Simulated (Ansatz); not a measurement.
# Is Cu-Rh stack of (111) layers a stable metal?, part 3 of 3

Question: is the lattice of Cu-Rh stack of (111) layers stable, and if so, what are its coupling constant and resistivity?

Ansatz 0.2.0; DFT PBEsol, scalar-relativistic, plane waves, PAW.

So far, lowest on path (cm⁻¹): step 5 (lattice stability: q 2×2×1, k 8×8×1) -72.7.

### Step 6. Lattice stability: q 3×3×1, k 9×9×1

An imaginary mode on so few k-points may come from the sampling, so the phonons are repeated with another q and k mesh.

Contents of input.yaml:

```yaml
crystal:
  lattice:
    - [2.5524236435, -2.7422e-06, 0.0]
    - [-1.276209447, 2.2104650876, 0.0]
    - [0.0, 0.0, 28.1878614963]
  atoms:
    - { symbol: Cu, position: [0.0, 0.0, 0.1965622058] }
    - { symbol: Rh, position: [0.3333333333, 0.6666666667, 0.2715091305] }
  periodic: [true, true, false]
kpoints:
  mp_grid: { grid: [9, 9, 1] }
hamiltonian:
  xc: pbesol
scf:
  occupations: { method: methfessel_paxton, width: 0.2 }
output:
  eigenvalues: true
phonons:
  method: dfpt
  qmesh: [3, 3, 1]
  temperatures: { t_max: 1000, t_step: 50 }
  qpath:
    path:
      - [0.0, 0.0, 0.0]
      - [0.5, 0.0, 0.0]
      - [0.33333333, 0.33333333, 0.0]
      - [0.0, 0.0, 0.0]
    npoints: 10
```

Launch:

```sh
$ ansatz run input.yaml --threads 4 --pin off --max-ram 16384MiB --backend cpu --events-out ev --progress --plain --runs-dir out
```

Numbers of over 12 decimals in the logs are rounded to 6 here.

The log of the run:

```text
[...]
Crystal: 2 atoms, lattice volume = 159.037 Å³
Basis set: ecut = 420 eV, 3173 PW (Γ), exchange–correlation on 36×36×384 points (8 copies of the dense FFT grid, shifted against one another)
Bands: 22, of which v1, the nominal top of the filled ones, is band 18 counted from 1 (17 counted from 0)
Symmetry: 6 space group operations
k-points: 12 of 81 (time reversal used)
[...]
SCF iter   1: F=—  HF=-12925.957441 eV  |F-HF|=—  |Δ(HF+E_count)|=         —  Δρ=7.11e-3  dr2=1.19e-1  ethr=1.77e-3  ⟨swp⟩=11.9  Hψ=2050  notcnv=0
[...]
SCF iter  12: F=-12925.939300 eV  HF=-12925.939300 eV  |F-HF|=1.18e-9  |Δ(HF+E_count)|=   2.79e-9  S|Δr|=    0.00e0  Δρ=7.18e-8  dr2=7.61e-12  ethr=1.00e-12  ⟨swp⟩=15.0  Hψ=2541  notcnv=0
SCF 1 converged in 12 iterations: F = -12925.939300 eV  dr2 = 7.61e-12
[...]
SCF converged after 12 iterations
[...]
Free energy (F): -12925.939300 eV
[...]
Internal energy: -12925.956262 eV  (E = F + TS)
E sigma→0 (E₀):  -12925.943540 eV
Entropy (-TS):   0.016963 eV (8.481 meV/atom)
Fermi energy:    -5.232655 eV
Step filling:    the computed levels leave a gap of 0.1985 eV = 1.0 smearing widths at the electron count; against every level under it full and every level over it empty, smearing changes F+E_penalty+E_count by +8.683 meV and its σ→0 estimate by +4.442 meV
[...]
--- Band table (eV; the first three rows and the last of 12) ---
  k-point 0: bands = [... 14 lower, -7.5673, -6.7243, -6.7243, -6.6473, -4.8742, -4.8742, -4.5479, -0.4064]
  k-point 1: bands = [... 14 lower, -7.4294, -7.1515, -6.7313, -6.3435, -5.7001, -4.9536, -3.1894, -0.0306]
  k-point 2: bands = [... 14 lower, -7.1624, -7.0214, -6.7900, -6.2852, -5.1450, -4.9652, -1.4865, 1.0809]
  k-point 11: bands = [... 14 lower, -7.6445, -6.5987, -6.3876, -5.4050, 0.4511, 0.5951, 1.7107, 4.2338]
[...]
ASR residual: 1.090e-4 → 0.000e0 eV/Å²; symmetrization residual: 2.921e-5 eV/Å²
  ASR residual per site (eV/Å²): 9.31e-5 1.09e-4
  Γ frequencies (cm⁻¹): 0.00 0.00 0.00 87.78 87.78 211.87
--- Phonons (arbitrary-q DFPT): 3 irreducible q on the 3×3×1 mesh ---
[...]
interpolated dispersion: 31 rows × 6 modes
[...]
```

Wall time 82 s (4 threads of Arm Neoverse V1, shared host); peak memory 1 GiB; 5.3 min of CPU time.

Numbers from this step:

```
share of imaginary modes in the plain interpolation between solved wavevectors : 0.0204
highest frequency, solved or plainly interpolated                              : 296.6 cm⁻¹
```

Solved on the 3×3×1 mesh alone; all other wavevectors are interpolated. The phonon branches at the labelled points (cm⁻¹):

| point | branch 1 | branch 2 | branch 3 | branch 4 | branch 5 | branch 6 |
| --- | --- | --- | --- | --- | --- | --- |
| Γ | 0 | 0 | 0 | 88 | 88 | 212 |
| halfway | 34 | 93 | 131 | 144 | 195 | 220 |
| M | 86 | 130 | 168 | 178 | 219 | 297 |
| halfway | 95 | 151 | 167 | 208 | 219 | 292 |
| K | 106 | 162 | 186 | 193 | 267 | 271 |
| halfway | 47 | 117 | 140 | 164 | 198 | 232 |
| Γ | 0 | 0 | 0 | 88 | 88 | 212 |

The phonon branches as a text plot (rows in cm⁻¹):

```
    290 |                 ************
    277 |               **            ************
    263 |             **                ***
    250 |                             **   **     **
    237 |           **               *       **     **
    224 |         **      ******   **
    210 |*********    ****      *****          ***    ***********
    197 |         ****          ***  *****************
    184 |                   ****      *******     **  ***
    170 |       **    ****************       **     **
    157 |           ****           *****************     **
    144 |     **  ****          ***            ***  *****
    131 |       ****    ********                  **       **
    117 |   **  **    **                            *******
    104 |     **    **              *********            *******
     91 |*****    **        ********         **       ***    ****
     77 |   **  **      ****                   ***       ****
     64 |     **      **                          **
     51 |           **                              **     **
     37 | ****    **                                         ***
     24 | **                                          ***    ***
     11 |       **
     -2 |*                                                      *
    -16 | ******                                         *******
         Γ                   M           K                      Γ
```

Lowest modes at the softest wavevector of the mesh. The modes at q = (0.000, -0.333, 0.000) (shares of kinetic energy by element, %):

| mode | frequency (cm⁻¹) | Cu % | Rh % |
| --- | --- | --- | --- |
| 1 | 60.0 | 24 | 76 |
| 2 | 114.0 | 79 | 21 |
| 3 | 153.7 | 21 | 79 |
| 4 | 163.5 | 89 | 11 |
| 5 | 206.0 | 78 | 22 |
| 6 | 257.3 | 9 | 91 |

Displacements in mode 1 (60.0 cm⁻¹), the largest set to 1, in the home cell (x, y, z of the real part, then of the imaginary part):
```
Cu1  0.00  0.29 -0.03  0.00 -0.16  0.64
Rh2  0.00 -0.04  1.00  0.00  0.08  0.07
```

Displacements in mode 6 (257.3 cm⁻¹), the largest set to 1, in the home cell (x, y, z of the real part, then of the imaginary part):
```
Cu1  0.00 -0.08 -0.36  0.00  0.04  0.15
Rh2  0.00  1.00 -0.01  0.00  0.06 -0.06
```

The modes has structure finer than the step of the table below, so its rows give means over 10 cm⁻¹, whole bins alone (the curve runs from -32.1 to 315 cm⁻¹). Peaks (cm⁻¹: height): Cu 101.1: 0.0147, 131.7: 0.0253, 166.6: 0.0531, 210.3: 0.0410; Rh 74.9: 0.0132, 83.7: 0.0246, 129.5: 0.00996, 164.5: 0.0150, 179.8: 0.0154, 210.3: 0.0190, 282.4: 0.0221.

Phonopy on the run's constants, 21x21x1 mesh, Gaussian sigma 2.5 cm⁻¹. Modes against wavenumber; means over each step; values in 1/cm⁻¹/cell:

| wavenumber (cm⁻¹) | Cu | Rh |
| --- | --- | --- |
| -20 | 0.00308 | 0.00560 |
| -10 | 9.8e-4 | 0.00185 |
| 0 | 2.9e-4 | 4.8e-4 |
| 10 | 7.0e-4 | 0.00138 |
| 20 | 0.00187 | 0.00366 |
| 30 | 0.00207 | 0.00406 |
| 40 | 0.00259 | 0.00508 |
| 50 | 0.00344 | 0.00725 |
| 60 | 0.00367 | 0.00789 |
| 70 | 0.00520 | 0.0108 |
| 80 | 0.00587 | 0.0147 |
| 90 | 0.00895 | 0.0180 |
| 100 | 0.0119 | 0.0142 |
| 110 | 0.0103 | 0.00634 |
| 120 | 0.0146 | 0.00577 |
| 130 | 0.0223 | 0.00817 |
| 140 | 0.0182 | 0.00687 |
| 150 | 0.0201 | 0.00883 |
| 160 | 0.0348 | 0.0124 |
| 170 | 0.0320 | 0.0125 |
| 180 | 0.00749 | 0.0131 |
| 190 | 0.00497 | 0.0112 |
| 200 | 0.0258 | 0.0138 |
| 210 | 0.0378 | 0.0162 |
| 220 | 0.0140 | 0.00929 |
| 230 | 0.00159 | 0.00756 |
| 240 | 0.00102 | 0.00761 |
| 250 | 8.0e-4 | 0.00753 |
| 260 | 6.2e-4 | 0.00753 |
| 270 | 6.3e-4 | 0.00954 |
| 280 | 9.8e-4 | 0.0189 |
| 290 | 8.2e-4 | 0.0175 |
| 300 | 1.8e-4 | 0.00388 |
| 310 | 0 | 1.4e-6 |

No LO-TO term; unit eigenvectors of the mass-weighted matrix. Modes at Γ, with each element's share of the kinetic energy:

| mode | frequency (cm⁻¹) | symmetry | Cu % | Rh % |
| --- | --- | --- | --- | --- |
| 1 | 0.0 | unnamed | 38 | 62 |
| 2 | 0.0 | unnamed | 38 | 62 |
| 3 | 0.0 | unnamed | 38 | 62 |
| 4 | 87.8 | E | 62 | 38 |
| 5 | 87.8 | E | 62 | 38 |
| 6 | 211.9 | A1 | 62 | 38 |

Displacements in mode 5 (87.8 cm⁻¹), the largest set to 1:
```
Cu1  1.00  0.03  0.00
Rh2 -0.62 -0.02  0.00
```

Displacements in mode 6 (211.9 cm⁻¹), the largest set to 1:
```
Cu1  0.00  0.00  1.00
Rh2  0.00  0.00 -0.62
```

Among the solved wavevectors the lowest mode, translations apart, is 60 cm⁻¹, so these are real on this k mesh. This mesh lacks the wavevector at which the coarser one was unstable.

### Step 7. Electron–phonon run: q 3×3×1, k 9×9×1, scattering 18×18×1

Phonons, couplings and the Boltzmann equation in one run.

input.yaml, as its differences from that of step 6:

```diff
@@ -28 +28,4 @@
     npoints: 10
+  electrical_resistivity:
+    mesh: [18, 18, 1]
+    temperatures: [20.0, 50.0, 77.0, 100.0, 150.0, 200.0, 300.0, 400.0, 600.0, 800.0]
```

The log of the run:

```text
[the first part of the log is left out]
  E_nonlocal   = 752.786857
  E_hartree    = 61817.080005
  E_xc         = -307.833844
  E_vxc        = -390.920047  (∫ρ·V_xc dr)
  E_paw        = -5153.460311  (= ΣΔE_a)
  E_vpaw       = -726.894078  (= ΣTr[D̂ρ^β])
  E_aug_tail   = 0.001089  (compensation charges beyond the density's cutoff)
  E_ewald      = 54546.159054
  E_core_change = 0.482402  (= ΣΔE_core)
  E_smearing   = 0.016963  (= −TS)
  E_closure    = 0.000000  (closes the sum)
  Σ components = -12925.939300   (vs F -12925.939300, Δ=0.00e0)
--- Band table (eV; the first three rows and the last of 12) ---
  k-point 0: bands = ["-116.9160", "-83.6250", "-74.4560", "-74.3974", "-74.3974", "-51.2152", "-51.1861", "-51.1861", "-12.6071", "-10.9542", "-8.0169", "-7.9990", "-7.9990", "-7.5673", "-7.5673", "-6.7243", "-6.7243", "-6.6473", "-4.8742", "-4.8742", "-4.5479", "-0.4064"]
  k-point 1: bands = ["-116.9149", "-83.6079", "-74.4549", "-74.4073", "-74.3999", "-51.3003", "-51.2128", "-51.1988", "-12.1827", "-10.5387", "-8.3147", "-7.9575", "-7.6997", "-7.6436", "-7.4294", "-7.1515", "-6.7313", "-6.3435", "-5.7001", "-4.9536", "-3.1894", "-0.0306"]
  k-point 2: bands = ["-116.9121", "-83.5644", "-74.4519", "-74.4323", "-74.4062", "-51.5843", "-51.2797", "-51.1574", "-11.1759", "-9.9301", "-8.5512", "-8.0692", "-7.7412", "-7.4806", "-7.1624", "-7.0214", "-6.7900", "-6.2852", "-5.1450", "-4.9652", "-1.4865", "1.0809"]
  k-point 11: bands = ["-116.9053", "-83.4588", "-74.4570", "-74.4569", "-74.4447", "-51.8492", "-51.8472", "-51.0570", "-9.2539", "-9.0939", "-8.4754", "-8.0326", "-7.9357", "-7.6651", "-7.6445", "-6.5987", "-6.3876", "-5.4050", "0.4511", "0.5951", "1.7107", "4.2338"]
--- Phonons (Γ-DFPT): 4 representative perturbations + reference (Σ response iterations 25) ---
  ASR residual: 9.917e-5 → 0.000e0 eV/Å²; symmetrization residual: 5.970e-7 eV/Å²
  ASR residual per site (eV/Å²): 9.32e-5 9.92e-5
  Γ frequencies (cm⁻¹): 0.00 0.00 0.00 87.78 87.78 211.87
--- Phonons (arbitrary-q DFPT): 3 irreducible q on the 3×3×1 mesh ---
  q = [0.0000, 0.0000, 0.0000] (star 1, of the zone-centre solve; hermiticity 9.21e-8, symmetrization 4.60e-8): -0.00 0.00 0.00 87.78 87.78 211.87
  q = [0.0000, 0.3333, 0.0000] (star 6, 6 solved perturbations in 414 linear systems a pass and spin channel, the states on 81 of 81 k-point pairs; hermiticity 2.06e-8, symmetrization 1.01e-8): 60.03 113.97 153.68 163.54 205.98 257.28
  q = [0.3333, 0.3333, 0.0000] (star 2, 4 solved perturbations in 200 linear systems a pass and spin channel, the states on 81 of 81 k-point pairs; hermiticity 2.34e-8, symmetrization 2.80e-9): 105.63 161.56 186.22 192.63 267.43 271.11
  sum rule: each row above includes the acoustic sum rule's correction from the zone centre's row sums; it moved no ω² by more than (0.63 cm⁻¹)²
  mesh force constants: q→R imaginary residual 0.00e0; ASR residual 9.917e-5 → 0.000e0 eV/Å²; symmetrization residual 1.776e-14 eV/Å²
  interpolated dispersion: 31 rows × 6 modes
  density of states and harmonic sums: on the 30×30×1 q-mesh, interpolated from the force constants of a 3×3×1 supercell (no non-analytic term)
  largest difference from the sums on the solved wave vectors: F 4.72e-2 eV, S 6.41e-5 and C_V 1.69e-5 eV/K
  zero-point energy: 0.059062 eV/cell   skipped modes (ω ≤ 0): 17, of them read as no rigid motion or as one in doubt: 14 (1.333e-1 modes/cell left out, lowest -22.30 cm⁻¹)   left out of the sums: 2.28e-2 of the cell's modes: C_V's classical limit lies that fraction below 3 k_B per atom; for a crystal, a wire or a layer, F and S can be off by more, and a phonons.interpolated_qmesh denser along its periods is the remedy for the sampling
Error: electrical resistivity: the phonon self-energy gives or leaves a mode of imaginary frequency on the scattering mesh, on its own coarse k mesh or nearer the zone's centre than that mesh's first points: phonons.electron_occupations: off takes the phonons by Fourier interpolation alone, which works only if that leaves every mode real on the scattering mesh; apart from that, the mode of lowest frequency at the wavevector [0.0556, 0.0556, 0.0000] is imaginary, -22.26 cm⁻¹ (written negative): every mode at the wavevectors of the force constants' own supercell is real, and this one is interpolated between them; [rest of the remark cut]
The harmonic force constants that this run solved are whole in <dir>
```

The job ended after 1.8 min (4 threads; peak memory 1.5 GiB).

The run ended with an error.

The program's message: “electrical resistivity: the phonon self-energy gives or leaves a mode of imaginary frequency on the scattering mesh, on its own coarse k mesh or nearer the zone's centre than that mesh's first points: …”

The self-energy step leaves a mode imaginary somewhere between the solved wavevectors, and the run stops; that can be an artefact of the interpolation at long waves.

### Step 8. Summary of results

| Item | Value |
| --- | --- |
| phonon run of the rows without a label of their own | PBEsol, q 3×3×1, k 9×9×1 |
| softest mode on the q mesh | 60 cm⁻¹ at q = (0, -0.333, 0) |
| highest frequency, solved or plainly interpolated | 297 cm⁻¹ |

What this shows: The solved wavevectors are stable, but 2.0 % of the interpolated modes are imaginary, so no scattering result was obtained. The two phonon runs disagree on stability; they sample different wavevectors on different k meshes. The structure was built by hand as an ordered model, and its stability against other phases was not tested.

[Logs are printed without paths, hosts, clocks, repeated set-up lines and the standing remarks that a program may print on its own settings, such as how far it seeks lower states.]

[Hosts, paths, dates, database ids (printed as entryN), source tags and the programs' standing remarks are cut or masked in the printed files.]
